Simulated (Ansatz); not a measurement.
# Ca on Ru(0001): change of the work function

Wanted: Δφ(θ) for Ca/Ru(0001), starting from the fcc site.

Calculated with Ansatz 0.2.0; plane-wave DFT, PBE, Ansatz PAW.

Report form: inputs, costs, results and the conclusion, without the logs.

## (1) The starting structure

The cell holds 4 atoms: 4 Ru. Cell: a = 2.700 Å, b = 2.700 Å, c = 24.415 Å, α = 90.0°, β = 90.0°, γ = 60.0°. Vacuum lies along c.

## (2) The clean slab

The bare slab comes first, as the zero from which every change is counted. The two lowest layers are held at bulk places and the upper ones relax. The dipole correction removes the false field that a one-sided slab makes across the periodic vacuum, so each face gets a flat vacuum level of its own.

File input.yaml:

```yaml
crystal:
  lattice:
    - [2.7, 0.0, 0.0]
    - [1.35, 2.3382685902, 0.0]
    - [0.0, 0.0, 24.4152]
  atoms:
    - { symbol: Ru, position: [0.6666666667, 0.6666666667, 0.3686228251] }
    - { symbol: Ru, position: [0.0, 0.0, 0.4562076084] }
    - { symbol: Ru, position: [0.6666666667, 0.6666666667, 0.5437923916] }
    - { symbol: Ru, position: [0.0, 0.0, 0.6313771749] }
kpoints:
  mp_grid: { grid: [12, 12, 1] }
hamiltonian:
  xc: pbe
scf:
  occupations: { method: fermi_dirac, width: 0.1 }
  convergence: { dr2_threshold: 1.0e-08 }
efield:
  axis: 3
  dipole_correction: true
  ramp_position: 0.97
  ramp_width: 0.06
relax:
  f_tol: 0.02
  max_steps: 60
  constraints: [{ sites: [0, 1] }]
output:
  write_potential: true
  write_density: true
  volumetric_format: npy
```

Command:

```bash
ansatz run input.yaml --threads 4 --pin off --max-ram 16384MiB --backend cpu --events-out ev --progress --plain --runs-dir out
```

Run time: 9.4 s. Hardware: 4 threads of Arm Neoverse V1, shared host; peak memory 0.46 GiB; 35 s of CPU time.

The steps of the relaxation:

```tsv
step	energy less that of the first step (eV)	largest force component (eV/Å)
1	0.0000	0.5365
2	-0.0100	0.2640
3	-0.0132	0.0173
```

Forces are held to the 6 operations that the program found; a distortion that breaks them can't arise in this run.

The atoms that moved most (Å):

```tsv
atom	dx	dy	dz	length
Ru4	0.000	0.000	-0.034	0.034
Ru3	0.000	0.000	0.019	0.019
```

Final coordinates:

```cif
data_structure
_symmetry_space_group_name_H-M 'P 1'
_symmetry_Int_Tables_number 1
_cell_length_a 2.7000
_cell_length_b 2.7000
_cell_length_c 24.4152
_cell_angle_alpha 90.000
_cell_angle_beta 90.000
_cell_angle_gamma 60.000
_cell_volume 154.14
loop_
_atom_site_label
_atom_site_type_symbol
_atom_site_fract_x
_atom_site_fract_y
_atom_site_fract_z
_atom_site_occupancy
Ru1 Ru 0.66667 0.66667 0.36862 1
Ru2 Ru 0.00000 0.00000 0.45621 1
Ru3 Ru 0.66667 0.66667 0.54459 1
Ru4 Ru 0.00000 0.00000 0.62999 1
```

Numbers from this step:

* energy at zero smearing: -23512.6524 eV
* work function, upper face: 5.046 eV
* work function, lower face: 5.075 eV
* dipole along the normal: 0.001038 e·Å
* step between the vacuum levels: -0.02975 eV

Running mean over 2.138 Å of the planar mean; the ramp of the sawtooth is left out. The electron's electrostatic potential energy less the Fermi level by z:

z (Å), electron's electrostatic potential energy less the Fermi level (eV) and a bar from the least value:
```
      3.0        5.1 ##############################
      3.5        5.1 ##############################
      4.0        5.1 ##############################
      4.5        5.1 ##############################
      5.0        5.1 ##############################
      5.5        5.0 ##############################
      6.0        5.0 ##############################
      6.5        4.8 ##############################
      7.0        3.9 ############################
      7.5        0.7 ########################
      8.0       -6.3 #############
      8.5      -12.3 #####
      9.0      -14.2 ##
      9.5      -14.5 #
     10.0      -14.6 #
     10.5      -14.7 #
     11.0      -14.8 #
     11.5      -14.8 #
     12.0      -14.6 #
     12.5      -14.7 #
     13.0      -14.9 #
     13.5      -15.0 #
     14.0      -15.4 
     14.5      -15.4 
     15.0      -14.8 #
     15.5      -14.1 ##
     16.0      -11.4 ######
     16.5       -4.5 ################
     17.0        1.8 #########################
     17.5        4.2 #############################
     18.0        4.8 ##############################
     18.5        5.0 ##############################
     19.0        5.0 ##############################
     19.5        5.0 ##############################
     20.0        5.0 ##############################
     20.5        5.0 ##############################
     21.0        5.0 ##############################
```

The relaxation took 3 steps and lowered the energy by 0.013 eV; the largest force on the free atoms ends at 0.017 eV/Å.

The work function of the upper face is 5.05 eV.

## (3) The covered slab, k-mesh 4×4×1, coverage 0.111 ML

System of this step: Ca/Ru(0001). The cell holds 37 atoms: 36 Ru and 1 Ca. Its edges and angles: a = 8.100 Å, b = 8.100 Å, c = 27.309 Å, α = 90.0°, β = 90.0°, γ = 60.0°. Vacuum lies along c.

The clean slab as it ended is repeated in the plane and the adsorbate is set on one face; the cell's size fixes the coverage, and the k-mesh shrinks with it to keep the sampling density about even. Adsorbate and upper layers relax, since the dipole depends on the height.

File input.yaml:

```yaml
crystal:
  lattice:
    - [8.1, 0.0, 0.0]
    - [4.05, 7.0148057706, 0.0]
    - [0.0, 0.0, 27.3087354017]
  atoms:
    - { symbol: Ru, position: [0.2222222222, 0.2222222222, 0.3295648761] }
    - { symbol: Ru, position: [0.0, 0.0, 0.4078694907] }
    - { symbol: Ru, position: [0.2222222222, 0.2222222222, 0.4868840888] }
    - { symbol: Ru, position: [0.0, 0.0, 0.5632376244] }
    - { symbol: Ru, position: [0.2222222222, 0.5555555556, 0.3295648761] }
    - { symbol: Ru, position: [0.0, 0.3333333333, 0.4078694907] }
    - { symbol: Ru, position: [0.2222222222, 0.5555555556, 0.4868840888] }
    - { symbol: Ru, position: [0.0, 0.3333333333, 0.5632376244] }
[... 25 atom lines left out ...]
    - { symbol: Ru, position: [0.6666666667, 0.6666666667, 0.4078694907] }
    - { symbol: Ru, position: [0.8888888889, 0.8888888889, 0.4868840888] }
    - { symbol: Ru, position: [0.6666666667, 0.6666666667, 0.5632376244] }
    - { symbol: Ca, position: [0.1111111111, 0.1111111111, 0.6704351239] }
kpoints:
  mp_grid: { grid: [4, 4, 1] }
hamiltonian:
  xc: pbe
scf:
  occupations: { method: fermi_dirac, width: 0.1 }
  convergence: { dr2_threshold: 1.0e-08 }
efield:
  axis: 3
  dipole_correction: true
  ramp_position: 0.97
  ramp_width: 0.06
relax:
  f_tol: 0.02
  max_steps: 60
  constraints:
    - { sites: [0, 1, 4, 5, 8, 9, 12, 13, 16, 17, 20, 21, 24, 25, 28, 29, 32, 33] }
output:
  write_potential: true
  write_density: true
  volumetric_format: npy
```

Run time: 12 min. Hardware: 4 threads; peak memory 9.1 GiB.

Relaxation path:

```tsv
step	energy less that of the first step (eV)	largest force component (eV/Å)
1	0.0000	1.7409
2	-0.3347	1.4240
3	-0.5529	0.6457
4	-0.6054	0.2112
5	-0.6101	0.0224
6	-0.6102	0.0041
```

The run keeps the 6 symmetry operations that the program found, so distortions that break them were not tested.

The atoms that moved most (Å):

```tsv
atom	dx	dy	dz	length
Ca37	0.000	0.000	-0.544	0.544
Ru4	-0.031	-0.018	-0.002	0.035
Ru16	0.031	-0.018	-0.002	0.035
Ru8	0.000	0.035	-0.002	0.035
Ru20	-0.005	-0.003	0.014	0.015
Ru32	0.005	-0.003	0.014	0.015
Ru24	0.000	0.006	0.014	0.015
Ru23	0.001	-0.001	-0.014	0.015
```

Final coordinates:

```
Ru Ca
1.0
     8.10000    0.00000    0.00000
     4.05000    7.01481    0.00000
     0.00000    0.00000   27.30874
Ru Ca
36 1
Direct
  0.22222 0.22222 0.32956
  0.00000 0.00000 0.40787
  0.22237 0.22237 0.48644
  0.99748 0.99748 0.56317
  0.22222 0.55556 0.32956
  0.00000 0.33333 0.40787
  0.22225 0.55554 0.48693
  0.99748 0.33837 0.56317
  0.22222 0.88889 0.32956
  0.00000 0.66667 0.40787
  0.22237 0.88859 0.48644
  0.00031 0.66651 0.56332
  0.55556 0.22222 0.32956
  0.33333 0.00000 0.40787
  0.55554 0.22225 0.48693
  0.33837 0.99748 0.56317
  0.55556 0.55556 0.32956
  0.33333 0.33333 0.40787
  0.55554 0.55554 0.48693
  0.33293 0.33293 0.56374
  0.55556 0.88889 0.32956
  0.33333 0.66667 0.40787
  0.55580 0.88877 0.48636
  0.33293 0.66747 0.56374
  0.88889 0.22222 0.32956
  0.66667 0.00000 0.40787
  0.88859 0.22237 0.48644
  0.66651 0.00031 0.56332
  0.88889 0.55556 0.32956
  0.66667 0.33333 0.40787
  0.88877 0.55580 0.48636
  0.66747 0.33293 0.56374
  0.88889 0.88889 0.32956
  0.66667 0.66667 0.40787
  0.88877 0.88877 0.48636
  0.66651 0.66651 0.56332
  0.11111 0.11111 0.65051
```

Read from the output:

```
energy at zero smearing        : -213432.2014 eV
work function, upper face      : 2.495 eV
work function, lower face      : 5.089 eV
dipole along the normal        : 0.8144 e·Å
step between the vacuum levels : -2.594 eV
```

Running mean over 2.138 Å of the planar mean; the ramp of the sawtooth is left out. Electron's electrostatic potential energy less the Fermi level against z:

z (Å), electron's electrostatic potential energy less the Fermi level (eV) and a bar from the least value:
```
        4        5.1 ##############################
        5        5.1 ##############################
        6        5.0 ##############################
        7        4.0 ############################
        8       -6.3 #############
        9      -14.2 #
       10      -14.7 #
       11      -14.8 #
       12      -14.7 #
       13      -14.9 #
       14      -15.2 
       15      -14.8 #
       16      -11.6 #####
       17        0.0 #######################
       18        1.6 #########################
       19        2.0 #########################
       20        2.4 ##########################
       21        2.5 ##########################
       22        2.5 ##########################
       23        2.5 ##########################
       24        2.5 ##########################
```

The relaxation took 6 steps and lowered the energy by 0.61 eV; the largest force on the free atoms ends at 0.0041 eV/Å.

The covered face has 2.50 eV, -2.55 eV against the clean one; the bare back face has moved by +0.01 eV, a measure of how thin the slab is.

## (4) The covered slab, k-mesh 6×6×1, coverage 0.25 ML

System of this step: Ca/Ru(0001). The cell holds 17 atoms: 16 Ru and 1 Ca. Cell: a = 5.400 Å, b = 5.400 Å, c = 27.309 Å, α = 90.0°, β = 90.0°, γ = 60.0°. Vacuum lies along c.

Another coverage, to see how the dipoles act on each other as their distance changes.

File input.yaml:

```yaml
crystal:
  lattice:
    - [5.4, 0.0, 0.0]
    - [2.7, 4.6765371804, 0.0]
    - [0.0, 0.0, 27.3087354017]
  atoms:
    - { symbol: Ru, position: [0.3333333333, 0.3333333333, 0.3295648761] }
    - { symbol: Ru, position: [0.0, 0.0, 0.4078694907] }
    - { symbol: Ru, position: [0.3333333333, 0.3333333333, 0.4868840888] }
    - { symbol: Ru, position: [0.0, 0.0, 0.5632376244] }
    - { symbol: Ru, position: [0.3333333333, 0.8333333333, 0.3295648761] }
    - { symbol: Ru, position: [0.0, 0.5, 0.4078694907] }
    - { symbol: Ru, position: [0.3333333333, 0.8333333333, 0.4868840888] }
    - { symbol: Ru, position: [0.0, 0.5, 0.5632376244] }
    - { symbol: Ru, position: [0.8333333333, 0.3333333333, 0.3295648761] }
    - { symbol: Ru, position: [0.5, 0.0, 0.4078694907] }
    - { symbol: Ru, position: [0.8333333333, 0.3333333333, 0.4868840888] }
    - { symbol: Ru, position: [0.5, 0.0, 0.5632376244] }
    - { symbol: Ru, position: [0.8333333333, 0.8333333333, 0.3295648761] }
    - { symbol: Ru, position: [0.5, 0.5, 0.4078694907] }
    - { symbol: Ru, position: [0.8333333333, 0.8333333333, 0.4868840888] }
    - { symbol: Ru, position: [0.5, 0.5, 0.5632376244] }
    - { symbol: Ca, position: [0.1666666667, 0.1666666667, 0.6704351239] }
kpoints:
  mp_grid: { grid: [6, 6, 1] }
hamiltonian:
  xc: pbe
scf:
  occupations: { method: fermi_dirac, width: 0.1 }
  convergence: { dr2_threshold: 1.0e-08 }
efield:
  axis: 3
  dipole_correction: true
  ramp_position: 0.97
  ramp_width: 0.06
relax:
  f_tol: 0.02
  max_steps: 60
  constraints: [{ sites: [0, 1, 4, 5, 8, 9, 12, 13] }]
output:
  dos: { projected: true, e_range: [-8, 4] }
  write_potential: true
  write_density: true
  volumetric_format: npy
  elf: true
```

Wall time 2.5 min (4 threads); peak memory 2.7 GiB; 9.8 min of CPU time.

The steps of the relaxation:

```tsv
step	energy less that of the first step (eV)	largest force component (eV/Å)
1	0.0000	1.3325
2	-0.2555	1.0950
3	-0.4288	0.5051
4	-0.4729	0.1721
5	-0.4778	0.0132
```

Forces are held to the 6 operations that the program found; a distortion that breaks them can't arise in this run.

The atoms that moved most (Å):

```tsv
atom	dx	dy	dz	length
Ca17	0.000	0.000	-0.553	0.553
Ru16	0.000	0.000	0.051	0.051
Ru15	0.000	0.000	-0.048	0.048
Ru4	-0.038	-0.022	-0.005	0.045
Ru12	0.038	-0.022	-0.005	0.045
Ru8	0.000	0.044	-0.005	0.045
Ru7	0.000	-0.008	0.000	0.008
Ru3	0.007	0.004	0.000	0.008
```

Final coordinates:

```cif
data_structure
_symmetry_space_group_name_H-M 'P 1'
_symmetry_Int_Tables_number 1
_cell_length_a 5.4000
_cell_length_b 5.4000
_cell_length_c 27.3087
_cell_angle_alpha 90.000
_cell_angle_beta 90.000
_cell_angle_gamma 60.000
_cell_volume 689.64
loop_
_atom_site_label
_atom_site_type_symbol
_atom_site_fract_x
_atom_site_fract_y
_atom_site_fract_z
_atom_site_occupancy
Ru1 Ru 0.33333 0.33333 0.32956 1
Ru2 Ru 0.00000 0.00000 0.40787 1
Ru3 Ru 0.33417 0.33417 0.48690 1
Ru4 Ru 0.99525 0.99525 0.56306 1
Ru5 Ru 0.33333 0.83333 0.32956 1
Ru6 Ru 0.00000 0.50000 0.40787 1
Ru7 Ru 0.33417 0.83167 0.48690 1
Ru8 Ru 0.99525 0.50949 0.56306 1
Ru9 Ru 0.83333 0.33333 0.32956 1
Ru10 Ru 0.50000 0.00000 0.40787 1
Ru11 Ru 0.83167 0.33417 0.48690 1
Ru12 Ru 0.50949 0.99525 0.56306 1
Ru13 Ru 0.83333 0.83333 0.32956 1
Ru14 Ru 0.50000 0.50000 0.40787 1
Ru15 Ru 0.83333 0.83333 0.48514 1
Ru16 Ru 0.50000 0.50000 0.56512 1
Ca17 Ca 0.16667 0.16667 0.65019 1
```

Numbers from this step:

```
energy at zero smearing        : -95868.6832 eV
work function, upper face      : 2.058 eV
work function, lower face      : 5.087 eV
dipole along the normal        : 0.4227 e·Å
step between the vacuum levels : -3.029 eV
```

(Continued in part 2 of 2.)

[Long decimals in the printed logs are rounded to 6 places.]

[Logs are printed without paths, hosts, clocks, repeated set-up lines and the standing remarks that a program may print on its own settings, such as how far it seeks lower states.]

[Hosts, paths, dates, database ids (printed as entryN), source tags and the programs' standing remarks are cut or masked in the printed files.]

[Maps of the electrostatic potential energy from Ansatz leave out the sawtooth potential of an applied field or a dipole correction, so their vacuum need not be flat; planar profiles and work functions include it.]
